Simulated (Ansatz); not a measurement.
# CsAgMoO4 (built on the sites of a database entry of CsLiMoO4): relaxing the cell for a phonon run

Wanted: the relaxed cell of CsAgMoO4 (built on the sites of a database entry of CsLiMoO4).

Program: Ansatz 0.2.0. Level of theory: DFT PBE+D4, scalar-relativistic, plane waves, PAW. Results are calculated unless marked as measured.

The structure was built from a prototype and need not be the compound's stable phase.

### Step 1. Starting point

The structure is cubic, space group F-43m (No. 216). The conventional cell has a = 8.490 Å, b = 8.490 Å, c = 8.490 Å, α = 90.00°, β = 90.00°, γ = 90.00°. Nearest to Cs lie 12 O at 3.53 Å. Ag has 4 O at 1.89 Å nearest. Nearest to Mo lie 4 O at 1.78 Å. O has 1 Mo at 1.78 Å and 1 Ag at 1.89 Å and 3 Cs at 3.53 Å nearest. Farther neighbours and most contacts between anions are not listed.

### Step 2. Probe on a coarse mesh

A quick single point on a coarse mesh tells whether the cell has a gap and how far it is from rest, which sets the k mesh and smearing that follow.

The input, input.yaml:

```yaml
crystal:
  lattice:
    - [0.0, 4.24493, 4.24493]
    - [4.24493, 0.0, 4.24493]
    - [4.24493, 4.24493, 0.0]
  atoms:
    - { symbol: Cs, position: [0.75, 0.75, 0.75] }
    - { symbol: Ag, position: [0.5, 0.5, 0.5] }
    - { symbol: Mo, position: [0.25, 0.25, 0.25] }
    - { symbol: O, position: [0.88636748, 0.37121084, 0.37121084] }
    - { symbol: O, position: [0.37121084, 0.37121084, 0.88636748] }
    - { symbol: O, position: [0.37121084, 0.88636748, 0.37121084] }
    - { symbol: O, position: [0.37121084, 0.37121084, 0.37121084] }
kpoints:
  mp_grid: { grid: [4, 4, 4] }
hamiltonian:
  xc: pbe
  dispersion: d4
scf:
  occupations: { method: gaussian, width: 0.1 }
output:
  forces: true
  stress: true
  eigenvalues: true
```

On the command line:

```console
$ ansatz run input.yaml --threads 8 --pin off --max-ram 14336MiB --backend cpu --events-out ev --progress --plain --runs-dir out
```

Numbers of over 12 decimals in the logs are rounded to 6 here.

Output:

```text
Engine: ansatz 0.2.0, aarch64-unknown-linux-gnu
Pseudopotentials: kind: paw
Pseudopotential: Cs, paw, valence charge 9, recommended cutoff 420 eV (normal), Cs.paw.azcp
Pseudopotential: Ag, paw, valence charge 19, recommended cutoff 420 eV (normal), Ag.paw.azcp
Pseudopotential: Mo, paw, valence charge 14, recommended cutoff 420 eV (normal), Mo.paw.azcp
[...]
k-point 0: bands = [... 29 lower, 3.5534, 4.6816, 4.6816, 4.6816, 8.1238, 8.9532, 8.9532, 10.9012, ... 2 higher]
  k-point 1: bands = [... 29 lower, 4.0071, 5.1720, 5.1720, 5.3427, 8.7666, 8.8594, 8.8594, 10.2885, ... 2 higher]
  k-point 2: bands = [... 29 lower, 4.0771, 5.6576, 5.6576, 6.0193, 8.7333, 8.7333, 9.4604, 9.9278, ... 2 higher]
  k-point 7: bands = [... 29 lower, 5.0445, 5.5139, 5.9298, 5.9850, 8.6090, 8.7347, 9.6657, 9.7944, ... 2 higher]
[key lines of the parts left out:]
SCF converged after 9 iterations
Free energy (F): -20487.042182 eV
Fermi energy:    7.074812 eV
P = ⅓ Tr σ = 14.3968 GPa (143.968 kbar)
```

Run time: 0.78 s. Hardware: 8 threads of Arm Neoverse V2, shared host; peak memory 0.56 GiB; 4.6 s of CPU time.

This step gave:

```
pressure           : 14.40 GPa
gap on the k-mesh  : 2.105 eV
volume per atom    : 21.85 Å³
direct gap on mesh : 2.624 eV
```

The coarse mesh shows a gap of 2.10 eV and a pressure of 14.4 GPa.

### Step 3. Tight relaxation

Phonons need a cell at rest on their own settings, so the relaxation is repeated with tight tolerances on forces and stress on the k mesh and occupations of the first response run.

The input, input.yaml:

```yaml
crystal:
  lattice:
    - [0.0, 4.6126840282, 4.6126840282]
    - [4.6126840282, 0.0, 4.6126840282]
    - [4.6126840282, 4.6126840282, 0.0]
  atoms:
    - { symbol: Cs, position: [0.75, 0.75, 0.75] }
    - { symbol: Ag, position: [0.5, 0.5, 0.5] }
    - { symbol: Mo, position: [0.25, 0.25, 0.25] }
    - { symbol: O, position: [0.9169463259, 0.3610178914, 0.3610178914] }
    - { symbol: O, position: [0.3610178914, 0.3610178914, 0.9169463259] }
    - { symbol: O, position: [0.3610178914, 0.9169463259, 0.3610178914] }
    - { symbol: O, position: [0.3610178914, 0.3610178914, 0.3610178914] }
kpoints:
  mp_grid: { grid: [4, 4, 4] }
hamiltonian:
  xc: pbe
  dispersion: d4
scf:
  occupations: { method: fixed }
output:
  forces: true
  stress: true
  eigenvalues: true
  write_density: true
  write_potential: true
  elf: true
  volumetric_format: npy
relax:
  adjacent_minimum: "off"
  f_tol: 0.001
  max_steps: 60
  cell: { stress_tol: 0.01 }
```

Output:

```text
[...]
Crystal: 7 atoms, lattice volume = 196.287 Å³
Basis set: ecut = 420 eV, 3839 PW (Γ), exchange–correlation on 90×90×90 points (8 copies of the dense FFT grid, shifted against one another)
Bands: 40, of which v1, the nominal top of the filled ones, is band 33 counted from 1 (32 counted from 0)
Symmetry: 24 space group operations
[...]
k-points: 8 of 64 (time reversal used)
[...]
- [4.613415, 0, 4.613415]
    - [4.613415, 4.613415, 0]
  atoms:
    - { symbol: Cs, position: [0.750000, 0.750000, 0.750000] }
    - { symbol: Ag, position: [0.500000, 0.500000, 0.500000] }
    - { symbol: Mo, position: [0.25, 0.25, 0.25] }
    - { symbol: O, position: [0.916971, 0.361010, 0.361010] }
    - { symbol: O, position: [0.361010, 0.361010, 0.916971] }
    - { symbol: O, position: [0.361010, 0.916971, 0.361010] }
    - { symbol: O, position: [0.361010, 0.361010, 0.361010] }
[key lines of the parts left out:]
SCF converged after 8 iterations
Free energy (F): -20489.574515 eV
Fermi energy:    2.689858 eV
P = ⅓ Tr σ = 0.0093 GPa (0.093 kbar)
```

Elapsed: 3 s, on 8 threads; peak memory 0.65 GiB.

Little changed from the start: no atom moved by 0.005 Å and no cell edge by 0.1 %.

This step gave:

* pressure: 0.009337 GPa
* gap on the k-mesh: 2.904 eV
* volume per atom: 28.05 Å³
* direct gap on mesh: 3.543 eV

Valence density in the ac plane of the cell as run, not the conventional one, at fractional y = 0.361, with atoms of O within 0.2 Å of it. It is the smooth field of the valence electrons, not physical close to the nuclei.

Ten even steps from '0' (0.0 e/Å³) to '9' (6.7 e/Å³), each cell a mean:
```
000016951000000000
000004983000000000
000001453000000000
000000011000000000
000000000000000000
000000000000000000
000000001210000000
000000001331000000
000000000232000000
000013310011001331
100016851000001585
310114983000000499
312322463000000146
112442111000000001
001343100000000000
000122000000000000
000011100000000000
000013310000000000
```
Columns run along a (6.5 Å), rows up along c (6.5 Å). Atoms in or near the plane, at fractional coordinates: O at (0.92, 0.36), O at (0.36, 0.92), O at (0.36, 0.36).

Electrostatic potential energy in the ac plane of the cell as run, not the conventional one, at fractional y = 0.361, with atoms of O within 0.2 Å of it. With pseudopotentials it is smooth inside the atoms' cores, unlike the true potential.

Values in eV, 10 rows by 16 columns, each cell a mean:
```
  7   8   8   6 -17 -41 -38 -10   7   8   8   7   7   6   6   7
  7   7   8   8   5 -11 -25 -16   5   8   8   7   7   6   6   6
  7   7   8   8   8   7   5   4   5   7   8   8   8   7   7   7
  7   8   8   8   8   6   2  -6  -9  -4   4   7   8   8   8   8
  7   7   8   8   7   6   4  -5 -16 -17  -7   4   7   6   7   8
  3   3   3   3 -17 -29 -16   1   0  -5  -3   3   3 -20 -29 -14
-21  -9 -18 -15 -17 -37 -40 -20   5   7   6   6   7  -9 -36 -41
 -6 -11 -36 -44 -34 -14 -10  -4   7   8   8   8   8   8   3  -7
  7   2 -11 -28 -33 -19  -2   5   8   8   8   8   8   8   8   8
  8   7   5   0 -14 -18  -4   5   7   8   7   7   7   7   7   7
```
Columns run along a (6.5 Å; values clipped at the 3rd and 97th percentile), rows up along c (6.5 Å). Atoms in or near the plane, at fractional coordinates: O at (0.92, 0.36), O at (0.36, 0.92), O at (0.36, 0.36).

ELF in the ac plane of the cell as run, not the conventional one, at fractional y = 0.361, with atoms of O within 0.2 Å of it. It is the smooth field of the valence electrons, not physical close to the nuclei.

Ten even steps from '0' (0.00) to '9' (0.82), each cell a mean:
```
002798689620000000
001589579840000000
000259999851000000
000014788631000000
000000122210000000
000000111111000000
000110123432101100
002453114553113542
202688622454126886
512699972243128999
831488697212128978
842358569611117956
945755889830004998
845985589851001589
633797346641000257
211355212220000012
001344431000000000
002689885200000000
```
Columns run along a (6.5 Å), rows up along c (6.5 Å). Atoms in or near the plane, at fractional coordinates: O at (0.92, 0.36), O at (0.36, 0.92), O at (0.36, 0.36).

The largest force component left is 0.38 meV/Å and the pressure is 0.009 GPa, within the tolerances set. The cell now holds 28.05 Å³/atom.

### Step 4. What came out

```json
{
 "space group after relaxation (within 0.01 Å)": "F-43m",
 "lattice constant a": "9.227 Å",
 "lattice constant b": "9.227 Å",
 "lattice constant c": "9.227 Å",
 "volume per atom": "28.1 Å³",
 "gap on the k-mesh": "2.90 eV"
}
```

In words: The largest force component left is 0.38 meV/Å and the pressure is 0.009 GPa, within the tolerances set. The cell now holds 28.05 Å³/atom. The relaxation keeps the symmetry of its start, so it says nothing on stability against lower symmetry. Spin-orbit coupling is left out, which can matter for the heavy elements here. The starting cell was built on a prototype and not taken from a measurement, so the phase need not exist.

[Logs are printed without paths, hosts, clocks, repeated set-up lines and the standing remarks that a program may print on its own settings, such as how far it seeks lower states.]

[Hosts, paths, dates, database ids (printed as entryN), source tags and the programs' standing remarks are cut or masked in the printed files.]
